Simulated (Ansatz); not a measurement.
# Cl-CC-Cl chair bilayer (AA) in a perpendicular field, part 4 of 4

What dipole does a perpendicular field induce in the Cl-CC-Cl chair bilayer (AA), and does the gap follow? A positive field points along +c.

Ansatz 0.2.0; plane-wave DFT, RPBE-D3(BJ), Ansatz PAW (the session's first sound run).

So far. Step 10 (Field on, atoms free, field -0.1 V/Å): The dipole is -0.0429 e·Å, and the gap on the mesh 1.119 eV. Step 11 (Response, atoms relaxed): The induced dipole is that of a conductor 11.04 Å thick.

### Step 12. Varying the input

This step: plane-wave DFT, RPBE-D3(BJ), Ansatz PAW (Ansatz 0.2.0).

A run with a changed input: it repeats the earlier run at 0.1 V/Å with efield.dipole_correction from true to false and efield.ramp_width from 0.06 to 0.15.

input.yaml

```yaml
crystal:
  lattice:
    - [2.8485099391, 0.0, 0.0]
    - [-1.4242549695, 2.4668819702, 0.0]
    - [0.0, 0.0, 28.6900578639]
  atoms:
    - { symbol: Cl, position: [0.6666666667, 0.3333333333, 0.31369752] }
    - { symbol: C, position: [0.6666666667, 0.3333333333, 0.3745769262] }
    - { symbol: C, position: [0.3333333333, 0.6666666667, 0.3917608156] }
    - { symbol: Cl, position: [0.3333333333, 0.6666666667, 0.4526791648] }
    - { symbol: Cl, position: [0.6666666667, 0.3333333333, 0.5473208352] }
    - { symbol: C, position: [0.6666666667, 0.3333333333, 0.6082391844] }
    - { symbol: C, position: [0.3333333333, 0.6666666667, 0.6254230738] }
    - { symbol: Cl, position: [0.3333333333, 0.6666666667, 0.68630248] }
kpoints:
  mp_grid: { grid: [24, 24, 1] }
  band_path:
    path: [[0, 0, 0], [0.5, 0, 0], [0.33333333, 0.33333333, 0], [0, 0, 0]]
    npoints: 16
hamiltonian:
  xc: rpbe
  dispersion: d3bj
scf:
  occupations: { method: fermi_dirac, width: 0.02585 }
  convergence: { dr2_threshold: 1.0e-10 }
efield:
  axis: 3
  dipole_correction: false
  ramp_position: 0.97
  ramp_width: 0.15
  amplitude: 0.1
output:
  write_potential: true
  write_density: true
  volumetric_format: npy
```

The run is started by

```console
$ ansatz run input.yaml --threads 4 --pin off --max-ram 6144MiB --backend cpu --events-out ev --progress --plain --runs-dir out
```

Numbers of over 12 decimals in the logs are rounded to 6 here.

What it wrote:

```text
[...]
Crystal: 8 atoms, lattice volume = 201.603 Å³
Basis set: ecut = 420 eV, 3947 PW (Γ)
Bands: 30, of which v1, the nominal top of the filled ones, is band 22 counted from 1 (21 counted from 0)
Symmetry: 6 space group operations
k-points: 61 of 576 (time reversal used)
[...]
SCF iter   1: F=—  HF=-5340.130291 eV  |F-HF|=—  |Δ(HF+E_count)|=         —  Δρ=6.37e-3  dr2=2.02e-1  ethr=1.77e-3  p=0.003 e·Å  V_vac-E_F(+/−)=4.69/2.34 eV  ⟨swp⟩=9.0  Hψ=10822  notcnv=0  defer=2
[...]
SCF iter  12: F=-5340.081997 eV  HF=-5340.081997 eV  |F-HF|=1.18e-11  |Δ(HF+E_count)|=  3.82e-11  Δρ=7.88e-8  dr2=4.91e-11  ethr=1.00e-12  p=0.068 e·Å  V_vac-E_F(+/−)=4.09/2.02 eV  ⟨swp⟩=2.2  Hψ=3456  notcnv=0
SCF 1 converged in 12 iterations: F = -5340.081997 eV  dr2 = 4.91e-11
[...]
SCF converged after 12 iterations
Free energy (F): -5340.081997 eV
[...]
Internal energy: -5340.081997 eV  (E = F + TS)
E sigma→0 (E₀):  -5340.081997 eV
Fermi energy:    3.124520 eV
Dipole field:    D = 0.061244 V/Å  (p = 0.068234 e·Å, saw-weighted)
Work function:   not extracted (applied field tilts the vacuum); planar V_es + V_field profile in the machine report
[...]
--- Band table (eV; the first three rows and the last of 61) ---
  k-point 0: bands = [... 18 lower, 2.3680, 2.3680, 2.5897, 2.5897, 3.6435, 4.1840, 4.3852, 4.6684, ... 4 higher]
  k-point 1: bands = [... 18 lower, 2.2288, 2.3387, 2.4530, 2.5622, 3.6836, 4.2663, 4.4940, 4.7651, ... 4 higher]
  k-point 2: bands = [... 18 lower, 1.8411, 2.0708, 2.2540, 2.4825, 3.7882, 4.4202, 4.7658, 5.0229, ... 4 higher]
  k-point 60: bands = [... 18 lower, -2.1405, -1.9715, -1.9267, -1.7679, 6.1474, 6.1740, 6.7495, 6.8384, ... 4 higher]
```

It took 18 s on 4 threads of Arm Neoverse V1, shared host; peak memory 0.7 GiB; 72 s of CPU time.

```
                               quantity  this run  earlier run  difference
          dipole along the normal (e·Å)   0.06823      0.04232       0.026
                gap along the path (eV)     1.054        1.115      -0.061
smallest direct gap along the path (eV)     1.054        1.115      -0.061
                 gap on the k-mesh (eV)     1.054        1.115      -0.061
```

With the dipole correction off, the periodic images add a field of their own to the typed one.

What moves beyond 0.01 in its unit (for the dipole 0.5 % and 5e-5 e·Å): dipole along the normal (+0.0259 e·Å), gap along the path (-0.0611 eV), smallest direct gap along the path (-0.0611 eV) and gap on the k-mesh (-0.0611 eV).

These numbers are not those of the isolated slab.

### Step 13. Varying the input

This step: plane-wave DFT, RPBE-D3(BJ), Ansatz PAW, but for the change named below (Ansatz 0.2.0).

Another changed input: it repeats the earlier run at 0.1 V/Å with hamiltonian.pseudopotentials to kind: paw, source: jth, scf.mixing.algorithm to msr1 and scf.mixing.beta to 0.1.

Changes to input.yaml since step 12:

```diff
@@ -22,2 +22,3 @@
   dispersion: d3bj
+  pseudopotentials: { kind: paw, source: jth }
 scf:
@@ -25,7 +26,8 @@
   convergence: { dr2_threshold: 1.0e-10 }
+  mixing: { algorithm: msr1, beta: 0.1 }
 efield:
   axis: 3
-  dipole_correction: false
+  dipole_correction: true
   ramp_position: 0.97
-  ramp_width: 0.15
+  ramp_width: 0.06
   amplitude: 0.1
```

What it wrote:

```text
Warning: <dir> the checks of this Cl dataset prove no rule for summing its radial tables, as where they were carried onto another mesh than they were made on, and Gregory's rule is taken, under which a leading mesh point left out moves its sums only by what lay on the interval it spanned. That does not make them correct, and they differ from Quantum ESPRESSO's on this file; a re-export a fraction of a mesh step off can move them. hamiltonian.pseudopotentials.radial_quadrature: simpson_from_first_knot sums it by `pw.x`'s rule; on a PAW file no value gives `pw.x`'s numbers. What more to know: hamiltonian.pseudopotentials.radial_quadrature, in the input reference
Warning: <dir> the checks of this C dataset prove no rule for summing its radial tables, as where they were carried onto another mesh than they were made on, and Gregory's rule is taken, under which a leading mesh point left out moves its sums only by what lay on the interval it spanned. That does not make them correct, and they differ from Quantum ESPRESSO's on this file; a re-export a fraction of a mesh step off can move them. hamiltonian.pseudopotentials.radial_quadrature: simpson_from_first_knot sums it by `pw.x`'s rule; on a PAW file no value gives `pw.x`'s numbers. What more to know: hamiltonian.pseudopotentials.radial_quadrature, in the input reference
Warning: basis.ecutrho_ratio 8 (ecutrho = 7440 eV, dense FFT grid 45×45×405): the grid does not resolve the core-correction charge of C (measure 0.22 e/Å^2.5); warned from 0.08. The energy and each atom's force then go with where the atoms sit on the grid: [figures from the program's tests cut] If this deck is also warned that a cutoff or its ratio is below what is recommended, mend that before anything below. First try basis.xc_grid, which is 1 on this run (the dense grid itself), where it is not refused (2, then 3). Above 1 the core-correction charge is laid on the exchange–correlation grid, and this warning is never given, whether or not the level is enough: [rest of the remark cut]
[...]
Crystal: 8 atoms, lattice volume = 201.603 Å³
Basis set: ecut = 930 eV, 12941 PW (Γ)
Bands: 30, of which v1, the nominal top of the filled ones, is band 22 counted from 1 (21 counted from 0)
Symmetry: 6 space group operations
k-points: 61 of 576 (time reversal used)
[...]
SCF iter   1: F=—  HF=-5340.094180 eV  |F-HF|=—  |Δ(HF+E_count)|=         —  Δρ=4.21e-2  dr2=2.40e0  ethr=3.10e-3  p=0.050 e·Å  D=4.45e-2 V/Å  ΔV_dip=-1.28 eV  dr2_dipole=7.91e-4  V_vac-E_F(+/−)=5.39/4.04 eV  ⟨swp⟩=19.1  Hψ=20860  notcnv=0
[...]
SCF iter  15: F=-5339.499624 eV  HF=-5339.499624 eV  |F-HF|=6.00e-11  |Δ(HF+E_count)|=  2.44e-10  Δρ=2.12e-7  dr2=8.64e-11  ethr=1.00e-12  p=0.042 e·Å  D=3.80e-2 V/Å  ΔV_dip=-1.09 eV  dr2_dipole=5.30e-14  V_vac-E_F(+/−)=3.65/2.12 eV  ⟨swp⟩=17.9  Hψ=12469  notcnv=0
SCF 1 converged in 15 iterations: F = -5339.499624 eV  dr2 = 8.64e-11
[...]
SCF converged after 15 iterations
Free energy (F): -5339.499624 eV
[...]
Internal energy: -5339.499624 eV  (E = F + TS)
E sigma→0 (E₀):  -5339.499624 eV
Fermi energy:    3.291804 eV
Dipole field:    D = 0.037972 V/Å  (p = 0.042305 e·Å, saw-weighted, corrected)
Work function:   not extracted (applied field tilts the vacuum); planar V_es + V_field profile in the machine report
[...]
--- Band table (eV; the first three rows and the last of 61) ---
  k-point 0: bands = [... 18 lower, 2.5774, 2.5774, 2.7289, 2.7289, 3.8384, 4.3427, 4.6089, 4.8140, ... 4 higher]
  k-point 1: bands = [... 18 lower, 2.4375, 2.5476, 2.5926, 2.7018, 3.8787, 4.4251, 4.7226, 4.9060, ... 4 higher]
  k-point 2: bands = [... 18 lower, 2.0481, 2.2116, 2.4618, 2.6233, 3.9832, 4.5827, 4.9949, 5.1590, ... 4 higher]
  k-point 60: bands = [... 18 lower, -1.9494, -1.8014, -1.7736, -1.6108, 6.3302, 6.3461, 6.9222, 6.9776, ... 4 higher]
```

Elapsed: 78 s, on 4 threads; peak memory 2 GiB; 5.1 min of CPU time.

This step gave:

```yaml
gap_on_the_k_mesh: 1.110 eV
dipole_along_the_normal: 0.04231 e·Å
gap_along_the_path: 1.110 eV
smallest_direct_gap_along_the_path: 1.110 eV
gap_the_smaller_of_path_and_mesh: 1.110 eV
```

The electronic bands at the labelled points (eV, zero at the Fermi level of the run, which the smearing sets inside the gap):

```
  point  band 19  band 20  band 21  band 22  band 23  band 24  band 25  band 26
      Γ    -0.71    -0.71    -0.56    -0.56     0.55     1.05     1.32     1.52
halfway    -2.59    -2.40    -1.50    -1.30     1.40     1.52     1.70     2.24
      M    -3.21    -3.00    -2.15    -1.92     1.07     1.22     2.44     2.77
halfway    -4.44    -4.14    -3.48    -3.26     2.68     2.72     3.14     3.31
      K    -5.24    -5.09    -5.07    -4.90     3.04     3.05     3.63     3.69
halfway    -3.04    -2.92    -2.35    -2.14     1.83     2.18     2.49     3.19
      Γ    -0.71    -0.71    -0.56    -0.56     0.55     1.05     1.32     1.52
```

```
                               quantity  this run  earlier run  difference
          dipole along the normal (e·Å)   0.04231      0.04232     -9.8e-6
                gap along the path (eV)     1.110        1.115     -0.0053
smallest direct gap along the path (eV)     1.110        1.115     -0.0053
                 gap on the k-mesh (eV)     1.110        1.115     -0.0054
```

Nothing in the table moves by 0.01 in its unit (for the dipole 0.5 % and 5e-5 e·Å). The run took 15 SCF cycles against 12.

The path shows a direct gap of 1.11 eV (valence top at Γ, conduction bottom at Γ).

### Step 14. Results

```yaml
gap_without_field: 1.17 eV
ionisation_energy_upper_face: 3.50 eV
electron_affinity_upper_face: 2.34 eV
equivalent_conductor_thickness_atoms_held: 10.9 Å
equivalent_conductor_thickness_atoms_relaxed: 11.0 Å
```

**Reading.** The induced dipole equals that of a perfect conductor 10.90 Å thick, while the outer atoms lie 10.69 Å apart; an out-of-plane ε follows only once a thickness t is chosen, by 1 − 1/ε = 10.90 Å / t. The gap goes from 1.17 eV to 0.48 eV at 0.5 V/Å. Letting the atoms follow the field adds 0.14 Å to the equivalent conductor thickness: the ionic part of the response. With the field reversed the gap is 0.87 eV at -0.3 V/Å. Semilocal functionals give gaps that are too small, and excitons are not included. RPBE with D3(BJ) overbinds, and the relaxed cell is some per cent too small. With this functional, D3(BJ) tends to leave the relaxed cell short of measured lattice constants, by some per cent.

[Logs are printed without paths, hosts, clocks, repeated set-up lines and the standing remarks that a program may print on its own settings, such as how far it seeks lower states.]

[Hosts, paths, dates, database ids (printed as entryN), source tags and the programs' standing remarks are cut or masked in the printed files.]

[Maps of the electrostatic potential energy from Ansatz leave out the sawtooth potential of an applied field or a dipole correction, so their vacuum need not be flat; planar profiles and work functions include it.]
